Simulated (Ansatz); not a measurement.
# BaNiI6: relaxing a made-up structure, part 2 of 2

This structure for BaNiI6 is made up. Its elements were placed in a known structure type with a cell scaled to their sizes. What cell does the guess relax to, and how far off was it?

Ansatz 0.2.0; DFT, PBEsol, plane-wave PAW, files of the set soft_1, scalar-relativistic, ferromagnetic start, cell and ions relaxed at zero pressure; PAW set soft_1 (the session's first sound run).

So far: Starting point; Relaxation of the guess. The relaxed cell has a = 10.672, c = 8.444 Å (conventional setting).

## Step 3: Bands of the relaxed cell

With the geometry fixed, one more self-consistent run, with a narrower smearing and the mesh shown in its input, gives the bands, and its pressure, and its forces where symmetry allows any, show how far the geometry depends on these settings.

This step: DFT, PBEsol, plane-wave PAW, files of the set soft_1, scalar-relativistic, no spin, bands and density of states at the relaxed cell; PAW set soft_1 (Ansatz 0.2.0).

input.yaml

```yaml
crystal:
  lattice:
    - [5.336174833, 3.0808419763, 2.8145277566]
    - [-5.336174833, 3.0808419763, 2.8145277566]
    - [0.0, -6.1616839526, 2.8145277566]
  atoms:
    - { symbol: Ba, position: [0.5, 0.5, 0.5] }
    - { symbol: I, position: [0.7097895695, 0.7097895695, 0.0601108803] }
    - { symbol: I, position: [0.0601108803, 0.7097895695, 0.7097895695] }
    - { symbol: I, position: [0.7097895695, 0.0601108803, 0.7097895695] }
    - { symbol: I, position: [0.9398891197, 0.2902104305, 0.2902104305] }
    - { symbol: I, position: [0.2902104305, 0.2902104305, 0.9398891197] }
    - { symbol: I, position: [0.2902104305, 0.9398891197, 0.2902104305] }
    - { symbol: Ni, position: [0.0, 0.0, 0.0] }
kpoints:
  mp_grid: { grid: [6, 6, 6] }
  band_path:
    path:
      - [0.0, 0.0, 0.0]
      - [0.40288235, -0.59711765, 0.40288235]
      - [0.5, -0.5, 0.5]
      - [0.3057647, 0.3057647, 0.3057647]
      - [0.0, 0.0, 0.0]
      - [0.5, -0.5, 0.0]
      - [0.59711765, -0.40288235, -0.40288235]
      - [0.6942353, -0.3057647, -0.3057647]
      - [0.5, 0.0, 0.0]
      - [0.5, -0.5, 0.5]
    npoints: 8
scf:
  occupations: { method: fermi_dirac, width: 0.03 }
  n_extra_bands: 12
hamiltonian:
  xc: pbesol
  pseudopotentials: { kind: paw, azcp: { folder: soft_1 }, xc_functional: pbe }
output:
  forces: true
  stress: true
  write_bands: true
  dos: { projected: true }
  write_density: true
  write_potential: true
  elf: true
  volumetric_format: npy
```

On the command line:

```
> ansatz run input.yaml --threads 4 --pin off --max-ram 10240MiB --backend cpu --events-out ev --progress --plain --runs-dir out
```

Numbers of over 12 decimals in the logs are rounded to 6 here.

The program printed:

```text
[...]
Crystal: 8 atoms, lattice volume = 277.624 Å³
Basis set: ecut = 420 eV, 5409 PW (Γ), exchange–correlation on 96×96×96 points (8 copies of the dense FFT grid, shifted against one another)
Bands: 77, of which v1, the nominal top of the filled ones, is band 65 counted from 1 (64 counted from 0)
Symmetry: 12 space group operations
[...]
k-points: 32 of 216
[...]
SCF iter   1: F=—  HF=-56283.312697 eV  |F-HF|=—  |Δ(HF+E_count)|=         —  Δρ=1.58e-1  dr2=7.71e1  ethr=3.10e-3  ⟨swp⟩=12.0  Hψ=13092  notcnv=0  defer=7
[...]
SCF iter  14: F=-56267.333678 eV  HF=-56267.333678 eV  |F-HF|=2.50e-9  |Δ(HF+E_count)|=   1.37e-8  Δρ=1.08e-6  dr2=3.19e-9  ethr=7.69e-11  ⟨swp⟩=24.1  Hψ=20821  notcnv=0
SCF 1 converged in 14 iterations: F = -56267.333678 eV  dr2 = 3.19e-9
[...]
NSCF: frozen V_eff on 73 k-points
SCF converged after 14 iterations
Free energy (F): -56267.333678 eV
[...]
Internal energy: -56267.325878 eV  (E = F + TS)
E sigma→0 (E₀):  -56267.329778 eV
Entropy (-TS):   -0.007800 eV (-0.975 meV/atom)
Fermi energy:    7.244081 eV
[...]
--- Forces (eV/Å), atoms counted from 1 ---
  atom   1  Ba    -0.00000000    -0.00000000     0.00000000
  atom   2  I     -0.00000000    -0.01215945    -0.02825497
  atom   3  I      0.01053039     0.00607972    -0.02825497
  atom   4  I     -0.01053039     0.00607972    -0.02825497
  atom   5  I     -0.01053039    -0.00607972     0.02825497
  atom   6  I      0.00000000     0.01215945     0.02825497
  atom   7  I      0.01053039    -0.00607972     0.02825497
  atom   8  Ni    -0.00000000    -0.00000000     0.00000000
  max |Σ_I F_I| component: 6.94e-18 eV/Å
--- Stress (GPa, compression-positive) ---
        0.028452       0.000000       0.000000
        0.000000       0.028452      -0.000000
        0.000000      -0.000000      -0.229728
  P = ⅓ Tr σ = -0.0576 GPa (-0.576 kbar)
--- Band table (eV; the first three rows and the last of 32) ---
  k-point 0: bands = [... 61 lower, 7.0028, 7.0028, 7.0044, 7.0044, 7.4377, 7.6111, 10.5465, 11.1298, ... 8 higher]
  k-point 1: bands = [... 61 lower, 6.7198, 6.8861, 7.0491, 7.4045, 7.4768, 7.5744, 10.8478, 11.1236, ... 8 higher]
  k-point 2: bands = [... 61 lower, 6.6024, 6.8531, 7.0090, 7.1946, 7.4729, 8.3399, 10.7359, 11.3341, ... 8 higher]
  k-point 31: bands = [... 61 lower, 6.5760, 6.5760, 6.6275, 6.9859, 7.1282, 7.1282, 10.1674, 11.3963, ... 8 higher]
```

Wall time 29 s (4 threads of Intel Xeon Platinum 8488C (Sapphire Rapids), shared host); peak memory 1.5 GiB; 1.8 min of CPU time.

Numbers from this step:

| Property | Result |
| --- | --- |
| free energy | -56267.3337 eV |
| energy at zero smearing | -56267.3298 eV |
| smearing term TS | 0.007800 eV |
| Fermi energy | 7.244 eV |
| pressure | -0.05761 GPa |

bands.tsv at the labelled points (eV, zero at the Fermi level; the bands that come nearest the Fermi level along the path):

```tsv
point	band 62	band 63	band 64	band 65	band 66	band 67	band 68	band 69
Γ	-0.24	-0.24	-0.24	-0.24	0.19	0.37	3.30	3.89
P	-0.84	-0.54	-0.42	-0.42	0.36	0.36	2.97	3.94
Z	-0.67	-0.67	-0.62	-0.26	-0.12	-0.12	2.92	4.15
Q	-1.21	-0.50	-0.50	-0.35	1.29	1.29	3.23	3.97
Γ	-0.24	-0.24	-0.24	-0.24	0.19	0.37	3.30	3.89
F	-0.79	-0.75	-0.57	-0.42	0.09	1.53	3.48	3.70
P1	-0.84	-0.54	-0.42	-0.42	0.36	0.36	2.97	3.94
Q1	-1.21	-0.50	-0.50	-0.35	1.29	1.29	3.23	3.97
L	-0.61	-0.34	-0.31	-0.29	0.28	1.50	3.29	4.06
Z	-0.67	-0.67	-0.62	-0.26	-0.12	-0.12	2.92	4.15
```

Counts of states for the cell as run, both spins, by energy window (eV from the Fermi level):

```
from  to  total
  -8  -7   0.00
  -7  -6   0.00
  -6  -5   1.30
  -5  -4   2.56
  -4  -3   7.99
  -3  -2   8.86
  -2  -1  11.87
  -1   0   9.35
   0   1   2.83
   1   2   1.25
   2   3   0.00
   3   4   3.88
   4   5   7.66
   5   6   3.84
```

Below -8 eV lie 88.0 more states.

Valence density in the ac plane of the cell as run, not the conventional one, at fractional y = 0.290, with atoms of I within 0.2 Å of it. It is the smooth field of the valence electrons, not physical close to the nuclei.

Values in e/Å³, 10 rows by 16 columns, each cell a mean:
```
 0  0  1  5 12 11  3  0  0  0  0  0  0  0  0  0
 0  0  1  2  4  2  1  0  0  0  0  0  0  0  0  0
 0  0  0  0  0  0  0  0  0  0  0  0  0  0  0  0
 0  0  0  0  0  0  0  0  0  0  0  0  0  0  0  0
 0  0  0  0  0  0  0  0  0  0  0  0  0  0  0  0
 1  0  0  0  0  0  0  0  0  0  0  0  0  0  1  1
 5  1  0  0  0  0  0  0  0  0  0  0  0  1  7 10
 3  1  0  0  0  0  0  0  0  0  0  0  0  2  8  9
 0  0  0  0  0  0  0  0  0  0  0  0  0  0  1  1
 0  0  0  1  3  4  2  0  0  0  0  0  0  0  0  0
```
Columns run along a (6.8 Å), rows up along c (6.8 Å). Atoms in or near the plane, at fractional coordinates: I at (0.94, 0.29), I at (0.29, 0.94).

Electrostatic potential energy in the ac plane of the cell as run, not the conventional one, at fractional y = 0.290, with atoms of I within 0.2 Å of it. With pseudopotentials it is smooth inside the atoms' cores, unlike the true potential.

Values in eV, 10 rows by 16 columns, each cell a mean:
```
 12   8 -10 -25   1  -5 -27  -1  10  12  13  12  12  11  12  12
 12   9  -4 -23 -23 -20  -5   8  12  12  12  11  10  10  11  12
 12  12  10   7   6   8  10  11  11  11  11  10  10  10  11  12
 13  12  12  12  11  10  10   9   9  10  10  11  11  12  12  13
 11  11  12  11  10   8   6   5   6   8   9  11  12  12  11  11
-11   2   9  10   8   6   3   3   5   7   9  11  10   6  -5 -14
-24 -17   6  10   9   7   5   6   7   9  10  10   5 -19 -18  -6
-25  -4   9  10  10   9   9   9  10  11  11  10   0 -26 -16 -12
  3   9  10   9   6   3   6   9  11  12  12  11   8  -2 -10  -7
 11  11   5 -13 -22 -24 -23   0  10  12  13  12  12  11  11  11
```
Columns run along a (6.8 Å; values clipped at the 3rd and 97th percentile), rows up along c (6.8 Å). Atoms in or near the plane, at fractional coordinates: I at (0.94, 0.29), I at (0.29, 0.94).

ELF in the ac plane of the cell as run, not the conventional one, at fractional y = 0.290, with atoms of I within 0.2 Å of it. It is the smooth field of the valence electrons, not physical close to the nuclei.

Ten even steps from '_' (0.02) to '@' (0.80), each cell a mean:
```
__==##**--==--==##@@==________..______
..++%%**--==--++%%%%::____::====--..__
..++%%##++==++##%%++..__::**##%%**--__
__++@@@@%%%%%%@@##::__..==%%@@@@%%==..
__--##@@@@@@@@%%==____::**%%@@@@##==__
____--**####++::______::++%%%%%%**::__
______..::::..__________::++**==::____
..________________________::::..______
++++--..______..::::..__________..::==
@@@@%%==____..::==--::________::++%%@@
%%@@@@**..__..--====::______==##%%%%##
++##@@##..__..::--::..____::%%@@##++==
--**%%**..____......____..++@@%%++----
--**%%++________________::##@@%%======
++##**::____......______::##@@%%++----
##**--..::++**##**==..__..**@@@@##****
**--..--**%%%%@@@@%%--____--##@@%%%%##
::..--**##****##@@@@++______--++++++==
__::**##++----++%%@@++..________....__
```
Columns run along a (6.8 Å), rows up along c (6.8 Å). Atoms in or near the plane, at fractional coordinates: I at (0.94, 0.29), I at (0.29, 0.94).

## Step 4: What came out

```json
{
  "space group, relaxed": "R-3m",
  "conventional cell": "a = 10.672, b = 10.672, c = 8.444 Å; α = 90.0°, β = 90.0°, γ = 120.0°",
  "volume per atom": "34.70 Å³ (guess 39.87)",
  "total moment": "0.00 μB in the cell of 8 atoms"
}
```

In words: BaNiI6 relaxes to R-3m with a = 10.672, b = 10.672 and c = 8.444 Å. The guessed volume was 15 % too large. The space group R-3m was held in the relaxation, so the end point is a stationary structure within it and may be a saddle against distortions or other arrangements. The moments died out from this one start and weren't seeded again at the relaxed cell. Bands cross the Fermi level, so it is a metal or semimetal at this level. Semilocal functionals can close a small real gap, so this isn't settled for compounds with anions. On the 6×6×6 mesh with the narrower smearing (relaxed on 4×4×4) the largest force component is 0.028 eV/Å and the largest stress component is 0.230 GPa, against the relaxation's thresholds of 0.015 eV/Å and 0.05 GPa. The cutoff wasn't tested. Spin-orbit coupling is left out, which can matter for elements this heavy. No dispersion term is used, so weakly bound directions may come out too long. Nothing here tests whether the compound is stable against decomposition.

[Logs are printed without paths, hosts, clocks, repeated set-up lines and the standing remarks that a program may print on its own settings, such as how far it seeks lower states.]

[Hosts, paths, dates, database ids (printed as entryN), source tags and the programs' standing remarks are cut or masked in the printed files.]
